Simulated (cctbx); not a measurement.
# PrInAgAsS6 with cctbx, script by script

Library: cctbx 2025.11. The data are simulated by the first script.

## 1. Simulate the data

run.py:

```python
from cctbx import adptbx, crystal, miller, sgtbx, xray
from cctbx.array_family import flex
from iotbx.shelx import hklf
from scitbx import matrix
import scitbx.random

cs = crystal.symmetry(unit_cell=(9.612, 9.612, 9.612, 90, 90, 90), space_group_symbol='Hall: F -4 2 3')  # F-43m
atoms = [  # label, site, U (iso, or U11 U22 U33 U12 U13 U23 in A^2), occupancy
    ("Pr1", (0.25, 0.25, 0.75), (0.0069, 0.0069, 0.0069, 0.0000, -0.0000, 0.0000), 1),
    ("In1", (0, 0, 0), (0.0064, 0.0064, 0.0064, 0.0000, 0.0000, 0.0000), 1),
    ("Ag1", (0.25, 0.25, 0.25), (0.0085, 0.0085, 0.0085, -0.0000, 0.0000, 0.0000), 1),
    ("As1", (0.5, 0, 0), (0.0163, 0.0163, 0.0163, 0.0000, 0.0000, 0.0000), 1),
    ("S1", (0.5, 0, 0.7566), (0.0135, 0.0135, 0.0168, -0.0012, 0.0000, 0.0000), 1),
]
xs = xray.structure(crystal_symmetry=cs)
for label, site, u, occ in atoms:
    u = adptbx.u_cif_as_u_star(cs.unit_cell(), u) if isinstance(u, tuple) else u
    xs.add_scatterer(xray.scatterer(label, site=site, u=u, occupancy=occ))
xs.set_inelastic_form_factors(0.71073, "sasaki")
xs.show_summary()
p1 = xs.expand_to_p1()
ms = miller.build_set(p1, anomalous_flag=True, d_min=0.65)
flex.set_random_seed(908288)
scitbx.random.set_random_seed(908288)
ms = ms.select(flex.random_double(ms.size()) < 0.7)
i = ms.structure_factors_from_scatterers(p1, algorithm="direct").f_calc().as_intensity_array().data()
i = i * 20000 / flex.max(i)
sig = flex.sqrt(i + flex.pow2(0.06 * i) + 4 ** 2)
noise = scitbx.random.variate(scitbx.random.normal_distribution())(i.size())
data = ms.array(data=i + sig * noise, sigmas=sig).set_observation_type_xray_intensity()
with open("data.hkl", "w") as f:
    data.export_as_shelx_hklf(f)
print("reflections written:", data.size(), " <I/sigma> = %.1f" % flex.mean(data.data() / data.sigmas()))
for h, a, b in list(data.sort("data"))[:12]:
    print("%4d%4d%4d %9.1f %7.1f" % (h + (a, b)))
```

```console
$ python run.py
```

```text
Number of scatterers: 5
At special positions: 5
Unit cell: (9.612, 9.612, 9.612, 90, 90, 90)
Space group: F -4 3 m (No. 216)
reflections written: 9605  <I/sigma> = 2.1
   0   0   4   19292.4  1208.3
   4   0   0   19148.4  1208.3
   0   4   0   18970.1  1208.3
  -4   0   0   18748.8  1208.3
  -4  -4   0   15567.8   843.5
   0   4   4   15268.1   843.5
   4   0   4   14485.0   843.5
   4  -4   0   14210.9   843.5
   0   4  -4   14113.8   843.5
  -4   0   4   14106.6   843.5
   0  -4   4   14012.5   843.5
   4   4   0   13382.6   843.5
```

Run time: 0.31 s on 1 thread of Arm Neoverse V2, with other jobs on the host, peak memory 0.07 GiB.

## 2. Symmetry

run.py:

```python
from cctbx import crystal, sgtbx, statistics
from cctbx.array_family import flex
from iotbx.shelx import hklf

p1 = crystal.symmetry(unit_cell=(9.612, 9.612, 9.612, 90, 90, 90), space_group_symbol="P 1")
raw = hklf.reader(file_name="data.hkl").as_miller_arrays(crystal_symmetry=p1, anomalous=True)[0]
print(raw.size(), "reflections to d = %.3f A" % raw.d_min())
isig = raw.data() / raw.sigmas()
print("centring   violations  <I/sigma> of those")
best = "P"
for c in "ABCIRF":
    a = raw.customized_copy(space_group_info=sgtbx.space_group_info("Hall: %s 1" % c)).sys_absent_flags().data()
    m = flex.mean(isig.select(a))
    print("%5s %10d of %5d %8.1f" % (c, (isig.select(a) > 4).count(True), a.count(True), m))
    if (isig.select(a) > 4).count(True) < 0.01 * a.count(True):
        best = c
raw = raw.select(~raw.customized_copy(space_group_info=sgtbx.space_group_info("Hall: %s 1" % best)).sys_absent_flags().data())
isig = raw.data() / raw.sigmas()
rows = []
for s in sgtbx.space_group_symbol_iterator():
    g = sgtbx.space_group(s)
    if g.conventional_centring_type_symbol() != best or not g.is_compatible_unit_cell(p1.unit_cell(), 1e-3, 0.02):
        continue
    rows.append((s, g))
print("Laue class    unique    Rint  (classes that these axes allow; Friedel mates merged)")
rint = {}
for s, g in rows:
    laue = g.build_derived_patterson_group()
    key = laue.type().hall_symbol()
    if key not in rint:
        m = raw.customized_copy(space_group_info=laue.info(), anomalous_flag=False).merge_equivalents()
        rint[key] = m.r_int()
        print("%-14s %6d %7.3f" % (laue.type().lookup_symbol(), m.array().size(), m.r_int()))
floor = min(rint.values())
good = [(s, g) for s, g in rows if rint[g.build_derived_patterson_group().type().hall_symbol()] < 2 * floor + 0.03]
top = max(g.build_derived_patterson_group().order_z() for s, g in good)
print("space group    extra absences  I>4sigma  <I/sigma>")
for s, g in good:
    laue = g.build_derived_patterson_group()
    if laue.order_z() != top:
        continue
    a = raw.customized_copy(space_group_info=g.info()).sys_absent_flags().data()
    a &= ~raw.customized_copy(space_group_info=laue.info()).sys_absent_flags().data()
    bad = (isig.select(a) > 4).count(True)
    if bad <= 0.03 * a.count(True):
        print("%-16s %8d %10d %9s  %s" % (s.universal_hermann_mauguin(), a.count(True), bad, "%.1f" % flex.mean(isig.select(a)) if a.count(True) else "-", "centric" if g.is_centric() else "acentric"))
laue = max(good, key=lambda t: t[1].build_derived_patterson_group().order_z())[1].build_derived_patterson_group()
f = raw.customized_copy(space_group_info=laue.info(), anomalous_flag=False).merge_equivalents().array().eliminate_sys_absent().f_sq_as_f()
f.set_observation_type_xray_amplitude()
bins = max(3, min(8, f.size() // 12))
f.setup_binner(n_bins=bins)
w = statistics.wilson_plot(f, {e: n / laue.order_z() for e, n in {'Pr': 4.0, 'In': 4.0, 'Ag': 4.0, 'As': 4.0, 'S': 24.0}.items()}, e_statistics=True)
print("Wilson B = %.2f A^2   <|E^2-1|> = %.3f (0.968 centric, 0.736 acentric)   E^2>4: %.1f %%" % (w.wilson_b, w.mean_e_sq_minus_1, w.percent_e_sq_gt_2))
print("shell (A)         n   <I/sigma>")
m = raw.customized_copy(space_group_info=laue.info(), anomalous_flag=False).merge_equivalents().array().eliminate_sys_absent()
for b in m.setup_binner(n_bins=bins).range_used():
    sel = m.binner().selection(b)
    print("%5.2f - %4.2f %6d %8.1f" % (min(m.binner().bin_d_range(b)[0] if m.binner().bin_d_range(b)[0] > 0 else 99, 99), m.binner().bin_d_range(b)[1], sel.count(True), flex.mean((m.data() / m.sigmas()).select(sel))))
```

```console
$ python run.py
```

```text
9605 reflections to d = 0.651 A
centring   violations  <I/sigma> of those
    A          0 of  4778     -0.0
    B          0 of  4765     -0.0
    C          0 of  4757     -0.0
    I       1016 of  4713      1.6
    R       1238 of  6401      2.2
    F          0 of  7150     -0.0
Laue class    unique    Rint  (classes that these axes allow; Friedel mates merged)
F m m m           492   0.051
F m -3            170   0.054
F m -3 m          118   0.055
space group    extra absences  I>4sigma  <I/sigma>
F 4 3 2                 0          0         -  acentric
F -4 3 m                0          0         -  acentric
F m -3 m                0          0         -  centric
F d -3 m :1           180          2       1.1  centric
F d -3 m :2           180          2       1.1  centric
Wilson B = 0.86 A^2   <|E^2-1|> = 0.906 (0.968 centric, 0.736 acentric)   E^2>4: 0.0 %
shell (A)         n   <I/sigma>
 5.55 - 1.30     22     24.9
 1.30 - 1.04     16     31.6
 1.04 - 0.91     14     35.0
 0.91 - 0.82     14     28.1
 0.82 - 0.76     12     36.3
 0.76 - 0.72     12     29.8
 0.72 - 0.68     13     21.2
 0.68 - 0.65     15     43.5
```

Time: 0.33 s.

## 3. Patterson map

run.py:

```python
from cctbx import crystal, maptbx
from iotbx.shelx import hklf

cs = crystal.symmetry(unit_cell=(9.612, 9.612, 9.612, 90, 90, 90), space_group_symbol='Hall: F -4 2 3')  # F-43m
raw = hklf.reader(file_name="data.hkl").as_miller_arrays(crystal_symmetry=cs, anomalous=True)[0]
merged = raw.eliminate_sys_absent().merge_equivalents()
fo2 = merged.array().set_observation_type_xray_intensity()
f = fo2.average_bijvoet_mates().f_sq_as_f()
pm = f.patterson_map(symmetry_flags=maptbx.use_space_group_symmetry, sharpening=False, resolution_factor=0.25)
peaks = pm.peak_search(parameters=maptbx.peak_search_parameters(min_distance_sym_equiv=0.4, max_clusters=14)).all()
top = peaks.heights()[0]
print("Patterson group", f.patterson_symmetry().space_group_info())
print("      u       v       w   height  length (A)")
for x, h in zip(peaks.sites(), peaks.heights()):
    y = [t - round(t) for t in x]
    print("%7.3f %7.3f %7.3f %8.1f %8.2f" % (x + (1000 * h / top, cs.unit_cell().length(y))))
```

```console
$ python run.py
```

```text
Patterson group F m -3 m
      u       v       w   height  length (A)
  0.000   0.000   0.000   1000.0     0.00
  0.000   0.000   0.500    917.7     4.81
  0.250   0.250   0.250    827.4     4.16
  0.000   0.250   0.250    286.5     3.40
  0.000   0.000   0.252    160.2     2.42
  0.000   0.067   0.067     17.7     0.91
  0.000   0.066   0.434     17.0     4.22
  0.000   0.000   0.095     15.3     0.91
  0.054   0.054   0.054     13.8     0.90
  0.000   0.000   0.408     13.0     3.92
  0.184   0.184   0.254     11.8     3.49
  0.053   0.053   0.447     11.5     4.36
  0.169   0.216   0.284      8.7     3.80
  0.169   0.216   0.216      8.4     3.36
```

Time: 0.33 s.

## 4. Charge flipping

run.py:

```python
import itertools
from cctbx import crystal, maptbx
from cctbx.array_family import flex
from iotbx.shelx import hklf
from smtbx.ab_initio import charge_flipping as cf

cs = crystal.symmetry(unit_cell=(9.612, 9.612, 9.612, 90, 90, 90), space_group_symbol='Hall: F -4 2 3')  # F-43m
raw = hklf.reader(file_name="data.hkl").as_miller_arrays(crystal_symmetry=cs, anomalous=True)[0]
merged = raw.eliminate_sys_absent().merge_equivalents()
fo2 = merged.array().set_observation_type_xray_intensity()
f = fo2.average_bijvoet_mates().f_sq_as_f().resolution_filter(d_min=0.8)
p1 = f.expand_to_p1()
work = p1
flex.set_random_seed(15542)
it = cf.weak_reflection_improved_iterator(delta=None, weak_reflection_fraction=0.2)
it.start(work, phases=flex.random_double(p1.size()) * 6.2832, f_000=0)
it.delta = 1.1 * it.rho_map.sigma()
print("cycle      R  skewness")
for n, st in enumerate(itertools.islice(it, 6)):
    if n % 1 == 0:
        print("%5d %6.3f %8.2f" % (n, st.r1_factor(), st.rho_map.skewness()))
rho = p1.phase_transfer(it.f_calc).fft_map().apply_volume_scaling()
polish = cf.low_density_elimination_iterator(constant_rho_c=rho.sigma())
polish.start(f_obs=p1, phases=it.f_calc, f_000=0)
for _ in range(8):
    next(polish)
print("origin shift          correlation  skewness")
maps = []
for fc, shift, cc in itertools.islice(cf.f_calc_symmetrisations(f, polish.f_calc, 0), 4):
    m = f.phase_transfer(fc).fft_map(symmetry_flags=maptbx.use_space_group_symmetry, resolution_factor=0.25).apply_sigma_scaling()
    maps.append((m.skewness(), cc, m))
    print("%6.3f %6.3f %6.3f %10.3f %9.2f" % (tuple(shift) + (cc, m.skewness())))
skew, cc, m = max((t for t in maps if t[1] > maps[0][1] - 0.04), key=lambda t: t[0])
print("taken: symmetry correlation %.3f, skewness %.2f" % (cc, skew))
peaks = m.peak_search(parameters=maptbx.peak_search_parameters(min_distance_sym_equiv=0.9, max_clusters=10)).all()
sps = cs.special_position_settings(min_distance_sym_equiv=0.5)
print("peak      x       y       z  mult  height/sigma")
for k, (x, h) in enumerate(zip(peaks.sites(), peaks.heights())):
    ss = sps.site_symmetry(x)
    print("Q%-3d %7.4f %7.4f %7.4f %4d %8.1f" % ((k + 1,) + tuple(t % 1 for t in ss.exact_site()) + (ss.multiplicity(), h)))
```

```console
$ python run.py
```

```text
cycle      R  skewness
    0  0.545     0.52
    1  0.536     1.00
    2  0.510     1.36
    3  0.503     1.69
    4  0.493     1.86
    5  0.480     2.11
origin shift          correlation  skewness
 0.126  0.055  0.231      0.994     10.02
 0.174  0.312  0.378      0.877      0.64
 0.128  0.302  0.487      0.867      5.27
 0.049  0.435  0.003      0.875      0.93
taken: symmetry correlation 0.994, skewness 10.02
peak      x       y       z  mult  height/sigma
Q1    0.2500  0.2500  0.7500    4     25.5
Q2    0.2500  0.2500  0.2500    4     18.6
Q3    0.0000  0.0000  0.0000    4     16.5
Q4    0.0000  0.0000  0.5000    4     15.3
Q5    0.0000  0.0000  0.2480   24      5.6
Q6    0.0000  0.0000  0.1287   24      1.5
Q7    0.0731  0.0731  0.0731   16      1.4
Q8    0.1266  0.2500  0.7500   24      1.0
Q9    0.1223  0.2500  0.2500   24      1.0
Q10   0.1317  0.1317  0.3683   16      0.8
```

Time: 0.5 s.

This run holds a fault made on purpose: far too few cycles.

## 5. Charge flipping

run.py, as its changes from the last script of this kind:

```diff
@@ -19,2 +19,2 @@
-for n, st in enumerate(itertools.islice(it, 6)):
-    if n % 1 == 0:
+for n, st in enumerate(itertools.islice(it, 200)):
+    if n % 16 == 0:
```

```console
$ python run.py
```

```text
cycle      R  skewness
    0  0.545     0.52
   16  0.240     5.90
   32  0.205     5.72
   48  0.209     5.62
   64  0.204     5.60
   80  0.207     5.57
   96  0.203     5.53
  112  0.202     5.51
  128  0.200     5.47
  144  0.202     5.56
  160  0.215     5.51
  176  0.203     5.48
  192  0.202     5.48
origin shift          correlation  skewness
 0.021  0.023 -0.006      0.901      4.71
 0.032  0.248  0.243      0.883      9.33
 0.052  0.450  0.371      0.869      0.34
 0.024  0.031  0.248      0.876      6.56
taken: symmetry correlation 0.883, skewness 9.33
peak      x       y       z  mult  height/sigma
Q1    0.0000  0.0000  0.0000    4     23.5
Q2    0.2500  0.2500  0.2500    4     19.4
Q3    0.0000  0.0000  0.5000    4     19.1
Q4    0.2500  0.2500  0.7500    4     13.4
Q5    0.9930  0.2500  0.2500   24      5.3
Q6    0.1108  0.1108  0.6108   16      1.5
Q7    0.0000  0.0000  0.7145   24      1.4
Q8    0.1238  0.2500  0.2500   24      1.3
Q9    0.0000  0.0000  0.1287   24      1.2
Q10   0.1131  0.1131  0.1131   16      1.1
```

Time: 0.54 s.

## 6. Refinement (model from the peaks)

run.py:

```python
import math
from cctbx import adptbx, crystal, maptbx, sgtbx, xray
from cctbx.array_family import flex
from cctbx.xray import observations
from iotbx.shelx import hklf
from scitbx.lstbx import normal_eqns_solving
from smtbx import absolute_structure, utils
from smtbx.refinement import constraints, least_squares

cs = crystal.symmetry(unit_cell=(9.612, 9.612, 9.612, 90, 90, 90), space_group_symbol='Hall: F -4 2 3')  # F-43m
atoms = [  # label, site, U (iso, or U11 U22 U33 U12 U13 U23 in A^2), occupancy
    ("Pr1", (0, 0, 0), 0.0200, 1),
    ("In1", (0.25, 0.25, 0.25), 0.0200, 1),
    ("Ag1", (0, 0, 0.5), 0.0200, 1),
    ("As1", (0.25, 0.25, 0.75), 0.0200, 1),
    ("S1", (0.993, 0.25, 0.25), 0.0200, 1),
]
xs = xray.structure(crystal_symmetry=cs)
for label, site, u, occ in atoms:
    u = adptbx.u_cif_as_u_star(cs.unit_cell(), u) if isinstance(u, tuple) else u
    xs.add_scatterer(xray.scatterer(label, site=site, u=u, occupancy=occ))
xs.set_inelastic_form_factors(0.71073, "sasaki")
raw = hklf.reader(file_name="data.hkl").as_miller_arrays(crystal_symmetry=cs, anomalous=True)[0]
merged = raw.eliminate_sys_absent().merge_equivalents()
fo2 = merged.array().set_observation_type_xray_intensity()
print("Rint %.3f, %d unique reflections to %.2f A" % (merged.r_int(), fo2.size(), fo2.d_min()))
for sc in xs.scatterers():
    sc.flags.set_grad_site(True)
    sc.flags.set_grad_u_aniso(sc.flags.use_u_aniso())
    sc.flags.set_grad_u_iso(sc.flags.use_u_iso())
obs = fo2.as_xray_observations()
extra = {}
rep = constraints.reparametrisation(xs, [], utils.connectivity_table(xs), **extra)
ls = least_squares.crystallographic_ls(obs, rep, weighting_scheme=least_squares.mainstream_shelx_weighting(a=0, b=0))
print("cycle     R1     wR2    GooF  max shift (A)")
for cycle in range(6):
    ls.build_up()
    r1, wr2, goof = ls.r1_factor(cutoff_factor=2)[0], ls.wR2(), ls.goof()
    old = xs.sites_cart()
    normal_eqns_solving.levenberg_marquardt_iterations(ls, n_max_iterations=3, tau=0.0001, step_threshold=1e-7)
    big = flex.max((xs.sites_cart() - old).norms())
    print("%4d %7.4f %7.4f %7.3f %9.5f" % (cycle + 1, r1, wr2, goof, big))
    ls.build_up(objective_only=True)
    if abs(ls.wR2() - wr2) < 5e-5 and big < 5e-4:
        break
ls.build_up()
print("final R1 %.4f wR2 %.4f GooF %.3f  parameters %d  data/parameter %.1f" % (ls.r1_factor(cutoff_factor=2)[0], ls.wR2(), ls.goof(), ls.n_parameters, fo2.size() / ls.n_parameters))
cov = ls.covariance_matrix_and_annotations()
su = dict(zip(cov.annotations, (math.sqrt(max(v, 0)) for v in cov.matrix.matrix_packed_u_diagonal())))
a2 = cs.unit_cell().reciprocal_parameters()[0] ** -2
print("atom        x        y        z      Ueq    occ   su(xyz)  su(Uiso or U11)")
for sc in xs.scatterers():
    s = max(su.get(sc.label + k, 0) for k in (".x", ".y", ".z"))
    npd = "" if sc.is_positive_definite_u(cs.unit_cell()) else "  NPD"
    print("%-5s %8.5f %8.5f %8.5f %8.4f %6.3f %8.5f %7.4f%s" % ((sc.label,) + sc.site + (sc.u_iso_or_equiv(cs.unit_cell()), sc.occupancy, s, su.get(sc.label + ".uiso", su.get(sc.label + ".u11", 0) * a2), npd)))
fo = fo2.f_sq_as_f()
fc = fo.structure_factors_from_scatterers(xs, algorithm="direct").f_calc()
diff = fo.f_obs_minus_f_calc(1 / math.sqrt(ls.scale_factor()), fc).average_bijvoet_mates()
m = diff.fft_map(symmetry_flags=maptbx.use_space_group_symmetry, resolution_factor=0.25).apply_volume_scaling()
print("difference map: max %.2f min %.2f rms %.2f" % (m.statistics().max(), m.statistics().min(), m.statistics().sigma()))
peaks = m.peak_search(parameters=maptbx.peak_search_parameters(min_distance_sym_equiv=0.6, max_clusters=5)).all()
near = xs.closest_distances(peaks.sites(), distance_cutoff=4)
sps = cs.special_position_settings(min_distance_sym_equiv=0.5)
for k, (x, h) in enumerate(zip(peaks.sites(), peaks.heights())):
    ss = sps.site_symmetry(x)
    print("Q%-3d %7.4f %7.4f %7.4f %4d %7.2f  %.2f A from %s" % ((k + 1,) + tuple(t % 1 for t in ss.exact_site()) + (ss.multiplicity(), h, near.smallest_distances[k], xs.scatterers()[near.i_seqs[k]].label)))
```

```console
$ python run.py
```

```text
Rint 0.050, 208 unique reflections to 0.65 A
cycle     R1     wR2    GooF  max shift (A)
   1  0.1641  0.3432  11.268   0.00118
   2  0.0138  0.0322   1.056   0.00000
final R1 0.0138 wR2 0.0322 GooF 1.056  parameters 6  data/parameter 34.7
atom        x        y        z      Ueq    occ   su(xyz)  su(Uiso or U11)
Pr1    0.00000  0.00000  0.00000   0.0063  1.000  0.00000  0.0001
In1    0.25000  0.25000  0.25000   0.0074  1.000  0.00000  0.0002
Ag1    0.00000  0.00000  0.50000   0.0095  1.000  0.00000  0.0002
As1    0.25000  0.25000  0.75000   0.0149  1.000  0.00000  0.0003
S1     0.99288  0.25000  0.25000   0.0144  1.000  0.00012  0.0002
difference map: max 0.94 min -0.66 rms 0.14
Q1    0.0384  0.2500  0.2500   24    0.96  0.44 A from S1
Q2    0.0416  0.2500  0.7500   24    0.96  0.33 A from S1
Q3    0.0348  0.0348  0.4652   16    0.40  0.58 A from Ag1
Q4    0.1116  0.1116  0.2466   48    0.37  1.75 A from S1
Q5    0.0979  0.1508  0.3492   48    0.37  1.68 A from S1
```

Run time: 0.51 s on 1 thread of Arm Neoverse V2, on a shared host, peak memory 0.09 GiB.

[Logs are printed without paths, hosts, clocks, repeated set-up lines and the standing remarks that a program may print on its own settings, such as how far it seeks lower states.]
